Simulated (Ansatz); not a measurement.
# A hypothetical structure for ZnGaGeH, part 2 of 2

This structure for ZnGaGeH is made up. Its elements were placed in a known structure type with a cell scaled to their sizes. What cell does the guess relax to, and how far off was it?

Ansatz 0.2.0; DFT, PBE, plane-wave PAW, files of the set soft_1, scalar-relativistic, no spin, cell and ions relaxed at zero pressure; PAW set soft_1 (the session's first sound run).

So far: Set-up; Relaxation of the guess. The relaxed cell has a = 3.962, c = 5.200 Å (conventional setting).

**3. Bands of the relaxed cell**

With the geometry fixed, one more self-consistent run, with a narrower smearing and the mesh shown in its input, gives the bands, and its pressure, and its forces where symmetry allows any, show how far the geometry depends on these settings.

This step: DFT, PBE, plane-wave PAW, files of the set soft_1, scalar-relativistic, no spin, bands and density of states at the relaxed cell; PAW set soft_1 (Ansatz 0.2.0).

The input, input.yaml:

```yaml
crystal:
  lattice:
    - [3.9620573545, 0.0, 0.0]
    - [-1.9810286772, 3.4312423202, 0.0]
    - [0.0, 0.0, 5.2002525624]
  atoms:
    - { symbol: Ge, position: [0.6666666667, 0.3333333333, 0.3451437895] }
    - { symbol: Ga, position: [0.0, 0.0, 0.569086569] }
    - { symbol: Zn, position: [0.3333333333, 0.6666666667, 1.1075035595] }
    - { symbol: H, position: [0.0, 0.0, 0.881366082] }
kpoints:
  mp_grid: { grid: [10, 10, 6] }
  band_path:
    path:
      - [[0.0, 0.0, 0.0], [0.5, 0.0, 0.0], [0.33333333, 0.33333333, 0.0], [0.0, 0.0, 0.0], [0.0, 0.0, 0.5], [0.5, 0.0, 0.5], [0.33333333, 0.33333333, 0.5], [0.0, 0.0, 0.5]]
      - [[0.5, 0.0, 0.5], [0.5, 0.0, 0.0]]
      - [[0.33333333, 0.33333333, 0.0], [0.33333333, 0.33333333, 0.5]]
    npoints: 8
scf:
  occupations: { method: fermi_dirac, width: 0.03 }
  n_extra_bands: 8
hamiltonian:
  xc: pbe
  pseudopotentials: { kind: paw, azcp: { folder: soft_1 } }
output:
  forces: true
  stress: true
  write_bands: true
  dos: { projected: true }
  write_density: true
  write_potential: true
  elf: true
  volumetric_format: npy
```

The run is started by

```bash
$ ansatz run input.yaml --threads 4 --pin off --max-ram 8192MiB --backend cpu --events-out ev --progress --plain --runs-dir out
```

Numbers of over 12 decimals in the logs are rounded to 6 here.

What it wrote:

```text
[...]
Crystal: 4 atoms, lattice volume = 70.696 Å³
Basis set: ecut = 420 eV, 1409 PW (Γ), exchange–correlation on 54×54×72 points (8 copies of the dense FFT grid, shifted against one another)
Bands: 28, of which v1, the nominal top of the filled ones, is band 20 counted from 1 (19 counted from 0)
Symmetry: 6 space group operations
[...]
k-points: 72 of 600 (time reversal used)
[...]
SCF iter   1: F=—  HF=-11412.032615 eV  |F-HF|=—  |Δ(HF+E_count)|=         —  Δρ=4.05e-2  dr2=1.23e0  ethr=3.10e-3  ⟨swp⟩=6.1  Hψ=9790  notcnv=0
[...]
SCF iter  13: F=-11411.686814 eV  HF=-11411.686814 eV  |F-HF|=7.76e-9  |Δ(HF+E_count)|=   4.22e-8  Δρ=3.51e-6  dr2=1.15e-8  ethr=2.17e-10  ⟨swp⟩=8.3  Hψ=11361  notcnv=0
SCF 1 converged in 13 iterations: F = -11411.686814 eV  dr2 = 1.15e-8
[...]
NSCF: frozen V_eff on 75 k-points
SCF converged after 13 iterations
Free energy (F): -11411.686814 eV
[...]
Internal energy: -11411.680157 eV  (E = F + TS)
E sigma→0 (E₀):  -11411.683486 eV
Entropy (-TS):   -0.006657 eV (-1.664 meV/atom)
Fermi energy:    6.845387 eV
[...]
--- Forces (eV/Å), atoms counted from 1 ---
  atom   1  Ge     0.00000000     0.00000000    -0.02181605
  atom   2  Ga    -0.00000000    -0.00000000     0.01479351
  atom   3  Zn     0.00000000     0.00000000    -0.01534193
  atom   4  H     -0.00000000    -0.00000000     0.02238512
  max |Σ_I F_I| component: 2.07e-5 eV/Å
--- Stress (GPa, compression-positive) ---
        0.076804      -0.000000      -0.000000
       -0.000000       0.076804      -0.000000
       -0.000000      -0.000000       0.343338
  P = ⅓ Tr σ = 0.1656 GPa (1.656 kbar)
--- Band table (eV; the first three rows and the last of 72) ---
  k-point 0: bands = [... 16 lower, 1.6237, 3.0173, 7.8846, 7.8846, 9.6778, 10.2596, 10.2596, 10.4364, ... 4 higher]
  k-point 1: bands = [... 16 lower, 0.8375, 4.0568, 7.8967, 7.8967, 9.6081, 10.3689, 10.3689, 10.4077, ... 4 higher]
  k-point 2: bands = [... 16 lower, 0.1179, 5.5996, 7.9218, 7.9218, 8.9992, 10.6312, 10.6312, 10.7409, ... 4 higher]
  k-point 71: bands = [... 16 lower, 0.9262, 2.2988, 2.8748, 5.0188, 5.8913, 11.2438, 13.2198, 13.3856, ... 4 higher]
```

Run time: 5.7 s. Hardware: 4 threads of Intel Xeon Platinum 8375C at 2.90GHz (Ice Lake), shared host; peak memory 0.54 GiB; 21 s of CPU time.

The column dr2 measures how far the density is from self-consistency, as an energy; F and HF (Harris–Foulkes) agree once it is small.

Numbers from this step:

| Quantity | Value |
| --- | --- |
| free energy | -11411.6868 eV |
| energy at zero smearing | -11411.6835 eV |
| smearing term TS | 0.006657 eV |
| Fermi energy | 6.845 eV |
| pressure | 0.1656 GPa |

bands.tsv at the labelled points (eV, zero at the Fermi level; the bands that come nearest the Fermi level along the path):

```tsv
point	band 17	band 18	band 19	band 20	band 21	band 22	band 23	band 24
Γ	-5.22	-3.83	1.04	1.04	2.83	3.41	3.41	3.59
M	-6.44	-3.22	-1.33	-1.15	-0.97	1.48	3.10	5.47
K	-6.48	-4.78	-2.36	-0.59	0.92	1.24	2.50	3.26
Γ	-5.22	-3.83	1.04	1.04	2.83	3.41	3.41	3.59
A	-6.86	-0.28	1.09	1.09	1.49	3.95	3.95	4.34
L	-6.28	-5.11	-2.60	-0.81	0.55	2.12	3.46	6.03
H	-5.94	-4.38	-4.30	-1.72	-1.22	4.53	6.70	6.93
A	-6.86	-0.28	1.09	1.09	1.49	3.95	3.95	4.34
L	-6.28	-5.11	-2.60	-0.81	0.55	2.12	3.46	6.03
M	-6.44	-3.22	-1.33	-1.15	-0.97	1.48	3.10	5.47
K	-6.48	-4.78	-2.36	-0.59	0.92	1.24	2.50	3.26
H	-5.94	-4.38	-4.30	-1.72	-1.22	4.53	6.70	6.93
```

Counts of states for the cell as run, both spins, by energy window (eV from the Fermi level):

```csv
from,to,total
-8,-7,4.80
-7,-6,6.35
-6,-5,0.86
-5,-4,0.79
-4,-3,1.04
-3,-2,1.20
-2,-1,1.86
-1,0,1.05
0,1,1.26
1,2,0.79
2,3,1.40
3,4,1.68
4,5,1.97
5,6,1.50
```

Below -8 eV lie 22.0 more states.

ELF in the ac plane at fractional y = 0.000, with atoms of Ga and H within 0.2 Å of it. It is the smooth field of the valence electrons, not physical close to the nuclei.

Values in units of 1e-1, 18 rows by 14 columns, each cell a mean:
```
 9.9  9.7  7.3  3.2  1.4  1.4  1.8  1.9  1.7  1.3  1.6  4.2  8.5  9.8
10.0  9.9  9.0  5.3  1.8  1.0  1.1  1.3  1.1  1.1  2.4  6.6  9.6 10.0
 9.9  9.9  9.1  6.3  2.5  0.8  0.6  0.6  0.6  1.2  3.4  7.4  9.5  9.9
 8.7  8.4  7.5  5.4  2.5  0.9  0.5  0.4  0.5  1.3  3.2  6.2  7.9  8.5
 3.9  3.9  3.7  3.3  2.4  1.2  0.8  0.6  0.8  1.6  2.8  3.5  3.8  3.9
 1.5  2.0  2.7  2.7  2.6  1.9  1.4  1.2  1.5  2.2  2.6  2.7  2.5  1.8
 0.4  0.5  1.9  2.6  2.9  3.1  2.6  2.5  2.7  3.1  2.8  2.6  1.4  0.4
 1.3  0.3  1.6  2.7  3.3  4.0  3.7  3.6  3.8  3.9  3.1  2.5  1.1  0.3
 0.3  0.7  2.1  3.0  4.1  4.9  4.7  4.6  4.8  4.8  3.8  2.8  1.6  0.6
 1.5  2.0  2.8  3.5  4.8  5.2  5.0  4.8  5.0  5.2  4.5  3.2  2.5  1.8
 2.9  2.9  3.2  4.2  4.9  5.0  4.9  4.8  4.9  5.1  4.8  3.9  3.0  2.9
 2.8  2.9  3.3  3.9  4.5  4.8  4.8  4.8  4.8  4.8  4.3  3.7  3.1  2.8
 1.7  1.8  2.2  2.9  3.9  4.7  5.0  5.1  5.0  4.5  3.6  2.7  2.0  1.8
 0.7  0.9  1.4  2.4  3.5  4.4  4.7  4.8  4.7  4.2  3.2  2.0  1.2  0.8
 0.4  0.5  0.9  1.9  3.0  3.6  3.6  3.6  3.6  3.5  2.7  1.6  0.7  0.4
 0.5  0.5  0.8  1.6  2.5  2.9  2.8  2.8  2.8  2.8  2.3  1.3  0.6  0.5
 2.6  1.9  1.2  1.3  1.9  2.3  2.3  2.3  2.3  2.2  1.7  1.2  1.3  2.2
 7.6  6.2  3.1  1.4  1.5  2.0  2.2  2.2  2.1  1.9  1.4  1.7  4.1  6.7
```
Columns run along a (4.0 Å), rows up along c (5.2 Å). Atoms in or near the plane, at fractional coordinates: Ga at (0.00, 0.57), H at (0.00, 0.88).

Valence density in the ac plane at fractional y = 0.000, with atoms of Ga and H within 0.2 Å of it. It is the smooth field of the valence electrons, not physical close to the nuclei.

Ten steps, logarithmic in the rise over the least value, from '0' (0 e/Å³) to '9' (42 e/Å³), each cell a mean:
```
11000000000001
32100000000012
32100000000012
21100000000011
21100000000012
43100000000123
87310000000147
98410000000258
86310000001146
43110000000123
11100000000011
00000001000000
00000011000000
00000011000000
00000001000000
00000000000000
00000000000000
00000000000000
```
Columns run along a (4.0 Å), rows up along c (5.2 Å). Atoms in or near the plane, at fractional coordinates: Ga at (0.00, 0.57), H at (0.00, 0.88).

Electrostatic potential energy in the ac plane at fractional y = 0.000, with atoms of Ga and H within 0.2 Å of it. With pseudopotentials it is smooth inside the atoms' cores, unlike the true potential.

Ten even steps from '0' (-5 eV) to '9' (30 eV), each cell a mean:
```
01344333344431
00344444444320
00334444444320
01334444444321
00123444443200
53013344432114
99302344432059
99402334331069
98202333332049
53012333332113
00123322233210
22333322233332
33333322233333
44433322233444
44443322233444
44443332333444
44443333333444
33443333334443
```
Columns run along a (4.0 Å; values clipped at the 3rd and 97th percentile), rows up along c (5.2 Å). Atoms in or near the plane, at fractional coordinates: Ga at (0.00, 0.57), H at (0.00, 0.88).

**4. What came out**

```json
{
  "space group, relaxed": "P3m1",
  "conventional cell": "a = 3.962, b = 3.962, c = 5.200 Å; α = 90.0°, β = 90.0°, γ = 120.0°",
  "volume per atom": "17.67 Å³ (guess 12.71)"
}
```

What this shows: ZnGaGeH relaxes to P3m1 with a = 3.962, b = 3.962 and c = 5.200 Å. The guessed volume was 28 % too small. The space group P3m1 was held in the relaxation, so the end point is a stationary structure within it and may be a saddle against distortions or other arrangements. Bands cross the Fermi level, so it is a metal or semimetal at this level. On the 10×10×6 mesh with the narrower smearing (relaxed on 8×8×6) the largest force component is 0.022 eV/Å and the largest stress component is 0.343 GPa, against the relaxation's thresholds of 0.015 eV/Å and 0.05 GPa. The cutoff wasn't tested. A vector of the cell changed its length by 21 %, so the starting arrangement is largely lost and the mesh was laid for another shape. No dispersion term is used, so weakly bound directions may come out too long. Nothing here tests whether the compound is stable against decomposition.

[Logs are printed without paths, hosts, clocks, repeated set-up lines and the standing remarks that a program may print on its own settings, such as how far it seeks lower states.]

[Hosts, paths, dates, database ids (printed as entryN), source tags and the programs' standing remarks are cut or masked in the printed files.]
